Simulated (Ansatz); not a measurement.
# Formation energy and levels of the hydrogen on a lattice site H_N in Be3N2 (P6_3/mmc), part 2 of 2

Charge states of H_N in Be3N2 (P6_3/mmc), set against the band edges. Model: a cell of 120 host atoms with 1 N taken out and 1 H put in.

Ansatz; place-levels on PBEsol runs: charge-transition levels and formation energies with image-charge correction and potential alignment at the atomic sites.

So far: Set-up; Charge states.

### Step 3. Placing the levels, PBEsol

A charged cell interacts with its images and the background, and its potential has another zero than the host's. place-levels removes the first by a point-charge model, screened by the static dielectric constant since the ions have relaxed around the charge, and the second by comparing potentials at atoms far from the defect.

The host is a run of the defect-free crystal in the same cutoffs, grids and k-points, so that basis and sampling errors cancel in part in the differences. Its band edges come from a run of the primitive cell that searches the zone for them. The host is run in a cell of 30 atoms on a matching mesh. Chemical potentials are energies per atom of N (N2 molecule) and H (H2 molecule), run with the same functional and cutoff.

levels.point.yaml reads:

```yaml
host:
  run: host.point.run
  levels_from: { run: edges.point.run }
states: [qm1_M1.point.run, q0.point.run, qp1_M1.point.run, qp2.point.run, qp3_M1.point.run, q0_M2.point.run]
geometry_from:
  qm1_M1.point.run: qm1_M1.relax.run
  q0.point.run: q0.relax_smeared.run
  qp1_M1.point.run: qp1_M1.relax.run
  qp2.point.run: qp2.relax.run
  qp3_M1.point.run: qp3_M1.relax.run
  q0_M2.point.run: q0_M2.relax.run
  host.point.run: host.relax.run
chemical_potentials:
  "N":
    energy: -378.471758
    dataset: "<sha256 of the dataset>"
  H:
    energy: -15.609288
    dataset: "<sha256 of the dataset>"
epsilon: [4.54, 4.54, 5.47]
static_epsilon: [11.71, 11.71, 32.82]
vertical:
  - { from: qm1_M1.point.run, to: qm1_M1.point_neutral.run }
  - { from: qp1_M1.point.run, to: qp1_M1.point_neutral.run }
  - { from: qp2.point.run, to: qp2.point_neutral.run }
  - { from: qp3_M1.point.run, to: qp3_M1.point_neutral.run }
```

The run is started by

```sh
$ ansatz place-levels levels.point.yaml -- --threads 4 --pin off --max-ram 7536MiB
```

Numbers of over 12 decimals in the logs are rounded to 6 here.

Output:

```text
[... repeated set-up lines and file paths are left out, and long positions are rounded to six places ...]
(+3/+2) 0.000 eV above the valence edge (-0.616 eV without the band-filling correction), 3.247 eV under the conduction edge
(+2/+1) 2.557 eV above the valence edge, 0.691 eV under the conduction edge; not on the lower envelope
(+1/0) 2.146 eV above the valence edge, 1.101 eV under the conduction edge; not on the lower envelope
(0/-1) 3.613 eV above the valence edge, in the conduction band
(+2/0) 2.351 eV above the valence edge, 0.896 eV under the conduction edge: charges between them are lowest nowhere
formation energy of charge +3: +1.094 eV with the Fermi level at the valence edge
formation energy of charge +2: +1.094 eV with the Fermi level at the valence edge
formation energy of charge +1: +3.651 eV with the Fermi level at the valence edge
formation energy of charge 0: +5.797 eV with the Fermi level at the valence edge
formation energy of charge -1: +9.409 eV with the Fermi level at the valence edge
vertical -1 to 0: no energy, since no alignment is typed
  the change from vertical[0].from (qm1_M1.point.run) to vertical[0].to (qm1_M1.point_neutral.run): by its potential at epsilon [4.54, 4.54, 5.47] it stands at 0.501 0.505 0.505, with an rms radius of about 2.3 Å (1.4 1.2 1.3 Å across the planes of the cell's [...]
vertical +1 to 0: no energy, since no alignment is typed
  the change from vertical[1].from (qp1_M1.point.run) to vertical[1].to (qp1_M1.point_neutral.run): by its potential at epsilon [4.54, 4.54, 5.47] it stands at 0.586 0.586 0.522, with an rms radius of about 2.4 Å (1.5 1.5 1.2 Å across the planes of the cell's [...]
vertical +2 to 0: no energy, since no alignment is typed
  the change from vertical[2].from (qp2.point.run) to vertical[2].to (qp2.point_neutral.run): by its potential at epsilon [4.54, 4.54, 5.47] it stands at 0.499 0.501 0.500, with an rms radius of about 4.2 Å (2.5 2.5 2.2 Å across the planes of the cell's [...]
vertical +3 to 0: no energy, since no alignment is typed
  the change from vertical[3].from (qp3_M1.point.run) to vertical[3].to (qp3_M1.point_neutral.run): by its potential at epsilon [4.54, 4.54, 5.47] it stands at 0.539 0.519 0.500, with an rms radius of about 4.9 Å (2.9 2.9 2.7 Å across the planes of the cell's [...]
  edges by pbesol of host.levels_from (edges.point.run), its mesh sampled to repeats of 29.13 Å (the valence edge +0.143 eV and the conduction edge -0.627 eV from those of the host's own run), gap 3.247 eV; the host is sampled to repeats of 19.66 Å
  the defect's cells are sampled to repeats of 19.66 Å, like sampling
  charge +3: -24465.9558 eV with its correction of +0.528 eV, at epsilon [11.71, 11.71, 32.82], aligned at sites: -0.1969 eV, mean over 57 atomic sites at or beyond 4.86 Å from the defect at [0.5000, 0.5000, 0.5000], with +0.000000 for the charge's moments [...]
  states[4] (qp3_M1.point.run): levels filled in part (TS 0.007 eV): its energy is of no whole electron's
  charge +2: -24458.6164 eV with its correction of +0.265 eV, at epsilon [11.71, 11.71, 32.82], aligned at sites: -0.1160 eV, mean over 57 atomic sites at or beyond 4.86 Å from the defect at [0.5000, 0.5000, 0.5000], with +0.000000 for the charge's moments [...]
  charge +1: -24448.1048 eV with its correction of +0.018 eV, at epsilon [11.71, 11.71, 32.82], aligned at sites: -0.1062 eV, mean over 57 atomic sites at or beyond 4.86 Å from the defect at [0.5000, 0.5000, 0.5000], with +0.000000 for the charge's moments [...]
  charge 0: +0.000 eV for its dipole among its images, +0.000 omitted
  charge -1: -24426.4364 eV with its correction of +0.193 eV, at epsilon [11.71, 11.71, 32.82], aligned at sites: -0.0689 eV, mean over 57 atomic sites at or beyond 4.86 Å from the defect at [0.5000, 0.5000, 0.5000], with +0.026141 for the charge's moments [...]
  charge 0: states[5] (q0_M2.point.run) stands 1.102 eV higher, with a moment of 2.00 μB against 0.00
  of states[4] (qp3_M1.point.run): it parts from the run at its places by a charge that spreads by about 2.9 Å along one vector (1.5 Å or more is wide), by its potential at epsilon [4.54, 4.54, 5.47], taken for that of held ions (one typed too small widens [...]
  of states[3] (qp2.point.run): it parts from the run at its places by a charge that spreads by about 2.5 Å along one vector (1.5 Å or more is wide), by its potential at epsilon [4.54, 4.54, 5.47], taken for that of held ions (one typed too small widens it), [...]
  of states[2] (qp1_M1.point.run): it parts from the run at its places by a charge that spreads by about 1.5 Å along one vector (1.5 Å or more is wide), by its potential at epsilon [4.54, 4.54, 5.47], taken for that of held ions (one typed too small widens [...]
  of states[1] (q0.point.run): its displacements don't fall off away from the defect: farther atoms stand 0.015 Å off the host's places. [...]
  of states[0] (qm1_M1.point.run): its displacements don't fall off away from the defect: farther atoms stand 0.016 Å off the host's places. [...]
  of vertical[0].from (qm1_M1.point.run): its displacements don't fall off away from the defect: farther atoms stand 0.016 Å off the host's places. [...]
  of vertical[0].to (qm1_M1.point_neutral.run): its displacements don't fall off away from the defect: farther atoms stand 0.016 Å off the host's places. [...]
  of vertical[1].from (qp1_M1.point.run): it parts from the run at its places by a charge that spreads by about 1.5 Å along one vector (1.5 Å or more is wide), by its potential at epsilon [4.54, 4.54, 5.47], taken for that of held ions (one typed too small [...]
  of vertical[2].from (qp2.point.run): it parts from the run at its places by a charge that spreads by about 2.5 Å along one vector (1.5 Å or more is wide), by its potential at epsilon [4.54, 4.54, 5.47], taken for that of held ions (one typed too small [...]
  vertical[2].to (qp2.point_neutral.run): levels filled in part (TS 0.010 eV): its energy is of no whole electron's
  vertical[3].from (qp3_M1.point.run): levels filled in part (TS 0.007 eV): its energy is of no whole electron's
  of vertical[3].from (qp3_M1.point.run): its moments are held at its close (magnetization.spin_locking), by a field of 0.012 eV a Bohr magneton, and its energy and levels are of the state that this holds: a run that lets them go can end lower; [...]
  vertical[3].to (qp3_M1.point_neutral.run): levels filled in part (TS 0.010 eV): its energy is of no whole electron's
```

The job ended after 0.81 s (4 threads of Arm Neoverse V2, shared host).

Under PBEsol the gap is 3.25 eV, (+3/+2) 0.00 (with band filling), (+2/+1) 2.56, (+1/0) 2.15, (0/−1) 3.61 (outside the gap) eV; the steps are inverted, so the lowest state changes at (+2/0) 2.35 eV.

Levels between the charges placed, in eV above the valence top:

```tsv
	gap (eV)	(+3/+2)	(+2/+1)	(+1/0)	(0/−1)
PBEsol	3.25	0.00	2.56	2.15	3.61
```

Corrections by state:

```tsv
charge	moment (μB)	image terms and alignment (eV)	band filling (eV)	ε used	over the lowest of its charge, as the program ranks them, band filling apart (eV)
+3	1.0	0.528	-0.616	principal values (11.71, 11.71, 32.82)	0.000
+2	0.0	0.265	-	principal values (11.71, 11.71, 32.82)	0.000
+1	1.0	0.018	-	principal values (11.71, 11.71, 32.82)	0.000
0	0.0	0.000	-	-	0.000
−1	1.0	0.193	-	principal values (11.71, 11.71, 32.82)	0.000
0	2.0	0.000	-	-	1.102
```

The charged structures listed were also run neutral, and place-levels reads from each pair, by the potential or the spins, how wide the charge is by which they differ; that can be the carrier of either run.

```tsv
charge	rms radius (Å)	spread where it is widest against the cell (Å)	wide from (Å)	reading
+3	4.9	2.87	1.47	wide
+2	4.2	2.54	1.47	wide
+1	2.4	1.52	1.47	wide
−1	2.3	1.42	1.47	narrow
```

The neutral runs of these pairs need not share the spin of the lowest neutral state, and very wide values only mean spread over the cell.

From the program's caveats on the states, each cut to its opening words:

- charge +3 (1 μB): it parts from the run at its places by a charge that spreads by about 2.9 Å along one vector (1.5 Å or more is wide), by its potential at epsilon [4.54, 4.54, [...]
- charge +3 (1 μB): a band-filling correction moves a carrier to the host's band edge, which changes its energy by -0.616 eV
- charge +3 (1 μB): the host's ions (past the first shell or, of a walk that freed a part, those that it held) aren't shown at rest: they stand up to 0.091 Å off their sites, 0.24 [...]
- charge +3 (1 μB): its moments are held at its close (magnetization.spin_locking), by a field of 0.012 eV a Bohr magneton, and its energy and levels are of the state that this [...]
- charge +2: it parts from the run at its places by a charge that spreads by about 2.5 Å along one vector (1.5 Å or more is wide), by its potential at epsilon [4.54, 4.54, [...]
- charge +2: its alignment with the host at atomic sites is doubtful: the mean over the far sites moves by +0.0528 eV from their farther parts to their nearer, more than [...]
- charge +1 (1 μB): it parts from the run at its places by a charge that spreads by about 1.5 Å along one vector (1.5 Å or more is wide), by its potential at epsilon [4.54, 4.54, [...]
- charge 0: its displacements don't fall off away from the defect: farther atoms stand 0.015 Å off the host's places
- charge −1 (1 μB): its displacements don't fall off away from the defect: farther atoms stand 0.016 Å off the host's places

The host's formation energy from the elements is -1.122 eV per atom; it sets how far the chemical potentials can move.

Limit set by the element alone; other compounds of these elements are not counted. Chemical potentials from the elements' reference states: Be 0.00 eV, N -2.81 eV, H 0.00 eV. Formation energies (Be-rich), with the Fermi level at the valence top and at the conduction bottom (gap 3.25 eV):

```tsv
charge	at valence top (eV)	at conduction bottom (eV)	correction included (eV)
+3	-1.71	8.03	-0.09
+2	-1.71	4.78	0.27
+1	0.85	4.09	0.02
0	2.99	2.99	0.00
−1	6.60	3.36	0.19
```

| Fermi level (eV) | lowest formation energy (eV) |
| --- | --- |
| 0.00 | -1.71 |
| 0.29 | -1.12 |
| 0.59 | -0.53 |
| 0.88 | 0.06 |
| 1.18 | 0.65 |
| 1.47 | 1.24 |
| 1.77 | 1.83 |
| 2.07 | 2.42 |
| 2.36 | 2.99 |
| 2.66 | 2.99 |
| 2.95 | 2.99 |
| 3.25 | 2.99 |

Limit set by the element alone; other compounds of these elements are not counted. Chemical potentials from the elements' reference states: N 0.00 eV, Be -1.87 eV, H 0.00 eV. Formation energies (N-rich), with the Fermi level at the valence top and at the conduction bottom (gap 3.25 eV):

```tsv
charge	at valence top (eV)	at conduction bottom (eV)	correction included (eV)
+3	1.09	10.84	-0.09
+2	1.09	7.59	0.27
+1	3.65	6.90	0.02
0	5.80	5.80	0.00
−1	9.41	6.16	0.19
```

Fermi level (eV), lowest formation energy (eV) and a bar from the least value:
```
     0.00       1.09 
     0.29       1.68 ####
     0.59       2.27 ########
     0.88       2.86 ###########
     1.18       3.45 ###############
     1.47       4.04 ###################
     1.77       4.64 #######################
     2.07       5.23 ##########################
     2.36       5.80 ##############################
     2.66       5.80 ##############################
     2.95       5.80 ##############################
     3.25       5.80 ##############################
```

### Step 4. place-levels, r2SCAN

r2SCAN on the same structure is run to see how far the result rests on the functional, though not on the errors that semilocal functionals share; the sampling changes too, to one point at (¼, ¼, ¼), so differences hold both changes.

qm1_M1.r2scan/input.yaml reads:

```yaml
crystal:
  checkpoint: "../qm1_M1.relax.run"
  host: checkpoint
total_charge: -1
basis:
  ecutwfc: 500
  xc_grid: 2
hamiltonian:
  xc: r2scan
kpoints:
  mp_grid: { grid: [1, 1, 1], shift: [0.25, 0.25, 0.25] }
magnetization:
  spin_polarized: true
  initial_magnetization: 1
  spin_locking: { lock_magnetization: hard }
scf:
  occupations: { method: fermi_dirac, width: 0.01 }
  max_iter: 100
output:
  forces: true
  eigenvalues: true
  charged_corrections:
    epsilon: [4.54, 4.54, 5.47]
    static_epsilon: [11.71, 11.71, 32.82]
    defect_position: [0.5, 0.5, 0.5]
  eigenstates: { localisation: true }
  populations: true
  efg: {}
  band_densities: [{ bands: [v1, v1] }, { bands: [c1, c1] }]
  write_density: true
  write_potential: true
  volumetric_format: npy
  elf: true
checkpoint:
  write: "../qm1_M1.r2scan.run"
  compress: false
  write_wavefunctions: false
  write_every: 100000
```

It took 2 min on 4 threads; peak memory 3.6 GiB; 7.7 min of CPU time.

levels.r2scan.yaml reads:

```yaml
host:
  run: host.r2scan.run
  levels_from: { run: edges.r2scan.run }
states: [qm1_M1.r2scan.run, q0.r2scan.run, qp1_M1.r2scan.run, qp2.r2scan.run, qp3_M1.r2scan.run, q0_M2.r2scan.run]
geometry_from:
  qm1_M1.r2scan.run: qm1_M1.relax.run
  q0.r2scan.run: q0.relax_smeared.run
  qp1_M1.r2scan.run: qp1_M1.relax.run
  qp2.r2scan.run: qp2.relax.run
  qp3_M1.r2scan.run: qp3_M1.relax.run
  q0_M2.r2scan.run: q0_M2.relax.run
  host.r2scan.run: host.relax.run
chemical_potentials:
  "N":
    energy: -384.812052
    dataset: "<sha256 of the dataset>"
  H:
    energy: -15.945667
    dataset: "<sha256 of the dataset>"
```

The run is started by

```sh
$ ansatz place-levels levels.r2scan.yaml -- --threads 4 --pin off --max-ram 7536MiB
```

Output:

```text
(+3/+2) 0.022 eV beneath the valence edge (-0.630 eV without the band-filling correction), in the valence band
[...]
(0/-1) 3.982 eV above the valence edge, 0.045 eV under the conduction edge
[...]
formation energy of charge +3: +0.881 eV with the Fermi level at the valence edge
formation energy of charge +2: +0.859 eV with the Fermi level at the valence edge
formation energy of charge +1: +3.654 eV with the Fermi level at the valence edge
formation energy of charge 0: +6.229 eV with the Fermi level at the valence edge
formation energy of charge -1: +10.211 eV with the Fermi level at the valence edge
  edges by r2scan of host.levels_from (edges.r2scan.run), its mesh sampled to repeats of 29.13 Å (the valence edge +0.275 eV and the conduction edge -1.072 eV from those of the host's own run), gap 4.026 eV; the host is sampled to repeats of 13.82 Å
[... the lines on each state left out ...]
```

Elapsed: 0.47 s, on 4 threads.

Under r2SCAN the gap is 4.03 eV, (+3/+2) -0.02 (outside the gap) (with band filling), (+2/+1) 2.79, (+1/0) 2.58, (0/−1) 3.98 eV; the steps are inverted, so the lowest state changes at (+2/0) 2.68 eV; the stage before (PBEsol, at other k-points) gave a gap of 3.25 eV and levels within 0.43 eV of these.

### Step 5. Another choice

In this try the input is made faulty on purpose, to show what that does.

Another version of the file is tried.

levels.try0.yaml is levels.point.yaml with these lines changed:

```diff
-states: [qm1_M1.point.run, q0.point.run, qp1_M1.point.run, qp2.point.run, qp3_M1.point.run, q0_M2.point.run]
+states: [qm1_M1.relax.run, q0.point.run, qp1_M1.point.run, qp2.point.run, qp3_M1.point.run, q0_M2.point.run]
-  qm1_M1.point.run: qm1_M1.relax.run
```

The run is started by

```sh
$ ansatz place-levels levels.try0.yaml -- --threads 4 --pin off --max-ram 7536MiB
```

Output:

```text
Error: states: the states of charge -1 and +0 were not made alike: the mesh or its shifts (kpoints.further_shifts), scf.occupations
```

The change: a state from another k-mesh.

No levels were formed: the file was rejected.

### Step 6. Another choice

In this try the input is made faulty on purpose, to show what that does.

Another version of the file is tried.

levels.try1.yaml is levels.point.yaml with these lines changed:

```diff
+defect_position:
+  qm1_M1.point.run: [0.62, 0.62, 0.62]
+  qp1_M1.point.run: [0.0, 0.0, 0.0]
+  qp2.point.run: [0.75, 0.75, 0.75]
+  qp3_M1.point.run: [0.0, 0.0, 0.0]
```

The run is started by

```sh
$ ansatz place-levels levels.try1.yaml -- --threads 4 --pin off --max-ram 7536MiB
```

Output:

```text
Error: states: the alignment at the far atoms does not stand for every charged run (states[2] (qp1_M1.point.run): no potential alignment: what the cell's atoms and the host's sites leave over but for strayed atoms and the sites that these left (strays [...]
```

The change: the charge placed away from the defect.

No levels were formed: the file was rejected.

### Step 7. Cost and result

Levels between neighbouring charges, in eV above each run's own valence top:

```tsv
	gap (eV)	(+3/+2)	(+2/+1)	(+1/0)	(0/−1)	CPU time a state at this stage (restarts are quicker than cold starts)
PBEsol, 2×2×2 shifted mesh	3.25	0.00	2.56	2.15	3.61	12 min
r2SCAN on PBEsol structures, (¼, ¼, ¼)	4.03	-0.02	2.79	2.58	3.98	5.8 min
```

### Step 8. Summary of results

```yaml
gap_of_the_host: 3.25 eV (PBEsol)
level_plus_3_plus_2: 0.00 eV above the valence top (-0.62 eV above the valence top without the band-filling term)
level_plus_2_plus_1: 2.56 eV above the valence top, not a change between lowest states
level_plus_1_over_0: 2.15 eV above the valence top, not a change between lowest states
level_0_minus_1: 3.61 eV above the valence top, past the conduction bottom
level_plus_2_over_0: 2.35 eV above the valence top
lowest_of_the_charges_placed_just_above_the_valence_top_0p02_ev: +2
lowest_of_the_charges_placed_just_below_the_conduction_bottom_0p02_ev: 0
lowest_formation_energy_at_mid_gap_of_the_charges_run_be_rich: 1.54 eV
lowest_formation_energy_at_mid_gap_of_the_charges_run_n_rich: 4.34 eV
```

In words: Of the charges placed (−1, 0, +1, +2 and +3), the lowest changes at 2.35 eV (+2/0) above the valence top, in a gap of 3.25 eV. (+2/0) passes over charge +1, which lies 0.21 eV above the two there; a lower structure or spin state of it, if missed, would change that. States placed: +3 at 1 μB; +2 at 0 μB; +1 at 1 μB; 0 at 0 μB and 2 μB; −1 at 1 μB. Other spin states or structures, where not listed, weren't placed. The program finds carriers beyond a band edge of the host and adds a band-filling term at charge +3 (-0.62 eV); steps to such a charge show no bound level, and a defect level inside a band would be read the same way. At charge −1 and 0 the atom put in ends up to 1.0 Å from its starting place, so the name tells the start alone and the levels can join different sites. H is taken at its element; compounds, which aren't counted here, bound the chemical potentials and would shift these formation energies. The program doubts the alignment of potentials for at least one state, a sign that the cell is small. Limits: PBEsol makes the gap too small and tends to spread out bound carriers; where a gas molecule sets a chemical potential or the host's formation energy, its binding is uncorrected; force components of up to 0.18 eV/Å remain in a run at the final settings.

[Logs are printed without paths, hosts, clocks, repeated set-up lines and the standing remarks that a program may print on its own settings, such as how far it seeks lower states.]

[Hosts, paths, dates, database ids (printed as entryN), source tags and the programs' standing remarks are cut or masked in the printed files.]

[Where a table of states has a column of steps, it counts the stored structures, which are thinned; the runs took as many ionic steps or more.]

[A defect's name tells the site on which it was built; relaxed atoms can leave that site.]

[For some hosts the program warned that the k-mesh of the response run may be too coarse for force constants and the static dielectric constant; such warnings are not shown here.]
